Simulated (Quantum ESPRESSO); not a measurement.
# Constrained canting in Cobalt, part 2 of 2

Aim: the energy of Cobalt as two sets of moments turn from parallel to opposed.

Quantum ESPRESSO 7.5; LDA; plane waves with GBRV 1.5 LDA potentials, no spin-orbit coupling.

So far, absolute magnetization (μB): step 2 (the collinear order that defines the sublattices) 1.60; step 3 (angle 0°, lambda 1 Ry) 3.50; step 4 (angle 30°, lambda 1 Ry) 3.48; step 5 (angle 60°, lambda 1 Ry) 3.35.

**6. Angle 150°, lambda 1 Ry**

pw.in reads:

```
&CONTROL
  calculation = 'scf'
  prefix = 'pwscf'
  outdir = './tmp'
  pseudo_dir = './pseudo'
  disk_io = 'nowf'
/
&SYSTEM
  ibrav = 0
  nat = 2
  ntyp = 2
  ecutwfc = 34
  ecutrho = 238
  nbnd = 48
  occupations = 'smearing'
  smearing = 'fd'
  degauss = 0.00999582
  noncolin = .true.
  starting_magnetization(1) = 0.0461
  angle1(1) = 75.001
  angle2(1) = 0
  starting_magnetization(2) = 0.0461
  angle1(2) = 75.001
  angle2(2) = 180
  constrained_magnetization = 'atomic direction'
  lambda = 1
/
&ELECTRONS
  conv_thr = 2d-08
  electron_maxstep = 150
  mixing_beta = 0.3
/
ATOMIC_SPECIES
Co1    58.9332 co_lda_v1.2.uspp.F.UPF
Co2    58.9332 co_lda_v1.2.uspp.F.UPF
CELL_PARAMETERS bohr
   4.7382992849    0.0000000000    0.0000000000
  -2.3691496424    4.1034875514    0.0000000000
   0.0000000000    0.0000000000    7.6909963546
ATOMIC_POSITIONS crystal
Co1     0.3333333333    0.6666666667    0.2500000000
Co2     0.6666666667    0.3333333333    0.7500000000
K_POINTS automatic
8 8 4 0 0 0
```

On the command line:

```console
$ OMP_NUM_THREADS=1 mpirun -n 4 pw.x -nk 4 -in pw.in > pw.out
```

Standard output:

```text
     [... lines left out ...]
Program PWSCF v.7.5 starts
     [... lines left out ...]
     number of atoms/cell      =            2
     [... lines left out ...]
     number of electrons       =        34.00
     number of Kohn-Sham states=           48
     kinetic-energy cutoff     =      34.0000  Ry
     charge density cutoff     =     238.0000  Ry
     scf convergence threshold =      2.0E-08
     [... lines left out ...]
     Noncollinear calculation without spin-orbit
     [... lines left out ...]
      2 Sym. Ops. (no inversion) found ( 1 have fractional translation)
     [... lines left out ...]
     number of k points=   144  Fermi-Dirac smearing, width (Ry)=  0.0100
     [... lines left out ...]
     iteration #150     ecut=    34.00 Ry     beta= 0.30
     [... lines left out ...]
     constraint energy (Ry) =      0.11291599
     [... lines left out ...]
     estimated scf accuracy    <       2.33126419 Ry
     total magnetization       =     3.13    -0.00    -7.84 Bohr mag/cell
     absolute magnetization    =    10.66 Bohr mag/cell
     [... lines left out ...]
     convergence NOT achieved after 150 iterations: stopping
[key lines of the parts left out:]
total energy              =    -599.12237565 Ry
```

The job ended after 10 min (4 MPI ranks of Arm Neoverse V2, shared host; peak memory 0.36 GiB).

Residual by cycle:

cycle, log10 residual and a bar from the least value:
```
        1        2.3 ##############################
       15        0.5 ##############
       28        0.1 ##########
       42       -0.2 ########
       55       -1.1 
       69       -0.6 ####
       82        0.6 ###############
       96        1.7 ########################
      109        1.4 ######################
      123        1.2 ####################
      136        1.7 #########################
      150        1.5 #######################
```

The run stopped without converging, so none of its numbers is a property of the system.

After 150 cycles the residual stands at 32, with no steady fall over the second half. The cap of 150 cycles in the input ended the loop.

**7. Angle 180°, lambda 1 Ry**

pw.in: that of step 6 with these lines changed.

```diff
@@ -19,6 +19,6 @@
   starting_magnetization(1) = 0.0461
-  angle1(1) = 75.001
+  angle1(1) = 90
   angle2(1) = 0
   starting_magnetization(2) = 0.0461
-  angle1(2) = 75.001
+  angle1(2) = 90
   angle2(2) = 180
```

Standard output:

```text
     [... lines left out ...]
Program PWSCF v.7.5 starts
     [... lines left out ...]
     number of atoms/cell      =            2
     [... lines left out ...]
     number of electrons       =        34.00
     number of Kohn-Sham states=           48
     kinetic-energy cutoff     =      34.0000  Ry
     charge density cutoff     =     238.0000  Ry
     scf convergence threshold =      2.0E-08
     [... lines left out ...]
     Noncollinear calculation without spin-orbit
     [... lines left out ...]
      4 Sym. Ops. (no inversion) found ( 2 have fractional translation)
     [... lines left out ...]
     number of k points=    84  Fermi-Dirac smearing, width (Ry)=  0.0100
     [... lines left out ...]
     iteration # 20     ecut=    34.00 Ry     beta= 0.30
     [... lines left out ...]
     constraint energy (Ry) =      0.00000000
     atom number    1 relative position :   -0.0000   0.5774   0.4058
     [... lines left out ...]
     magnetization :          0.784099    0.000000   -0.000000
     [... lines left out ...]
     atom number    2 relative position :    0.5000   0.2887   1.2174
     [... lines left out ...]
     magnetization :         -0.784231   -0.000000   -0.000000
     [... lines left out ...]
     the Fermi energy is    17.5004 ev
!    total energy              =    -596.64149877 Ry
     estimated scf accuracy    <          2.5E-09 Ry
     smearing contrib. (-TS)   =      -0.02221496 Ry
     [... lines left out ...]
     total magnetization       =    -0.00    -0.00    -0.00 Bohr mag/cell
     absolute magnetization    =     1.60 Bohr mag/cell
     [... lines left out ...]
     convergence has been achieved in  20 iterations
```

Elapsed: 30 s, on 4 MPI ranks; peak memory 0.31 GiB; 2 min of CPU time.

Read from the output:

- smearing term TS: 0.3022 eV
- magnetization: 0, 0, 0 μB
- absolute magnetization: 1.597 μB
- penalty energy: 0 meV
- final state: antiferromagnetic
- largest moment: 0.7842 μB

**8. E(θ)**

Not every run of the table is shown above.

Canting:

```csv
lambda (Ry),typed angle (degrees),final angle (degrees),energy less that at the first angle (meV a seeded atom),"penalty energy, not in the total (meV a cell)",largest site moment (μB),CPU time (s)
1,0,0,0,0,1.681,53.35
1,30,20.07,7.883,9.586,1.674,183.1
1,60,56.26,56.51,6.847,1.611,202.4
1,90,88.27,115.5,3.053,1.457,327.1
1,120,119.3,159.6,0.6931,1.198,1268
1,180,180,184.1,0,0.7842,121
```

A fit to E = E0 − A cos θ − B cos² θ gives A = 93.0 meV and B = 26.4 meV a seeded atom.

**9. Results**

```yaml
angle_of_lowest_energy: 0°
range_of_the_energy: 184 meV a seeded atom
range_of_the_largest_moment: 0.784 to 1.68 μB
bilinear_coefficient_a: 93.0 meV
biquadratic_coefficient_b: 26.4 meV
```

In words: One run ends 9.9° off its typed angle, so energies belong to the final angles. A is positive, so parallel sublattices are favoured; B is 0.28 of it in size and favours collinear moments, a term beyond the Heisenberg model. The moments shrink by more than a fifth as they turn, so they are far from rigid. The run at 150° with lambda 1 Ry did not converge and is not in the table. This holds for the two sublattices of this cell; other orders were not tried. Without spin–orbit coupling only the angle between the moments matters. The mesh is coarse, so differences of some ten meV can be noise where moments are itinerant. Energies are free energies at an electronic temperature of 1580 K, which lowers moments and differences where the moments are itinerant. The cutoff lies under the 40 Ry that these files are usually run at.

[Long decimals in the printed logs are rounded to 6 places.]

[Logs and program files are shortened in this print: banners, set-up blocks, solver, clock and traceback lines can be left out without a mark of their own.]

[Logs are printed without paths, hosts, clocks, repeated set-up lines and the standing remarks that a program may print on its own settings, such as how far it seeks lower states.]

[Hosts, paths, dates, database ids (printed as entryN), source tags and the programs' standing remarks are cut or masked in the printed files.]

[Where the starting crystal was built by hand or by swapping elements, it need not be the compound's stable phase.]

[Where a cell is said to come from a database of computed structures, the database is the Materials Project.]

[Lattice constants that a cell's source calls measured were typed from memory.]
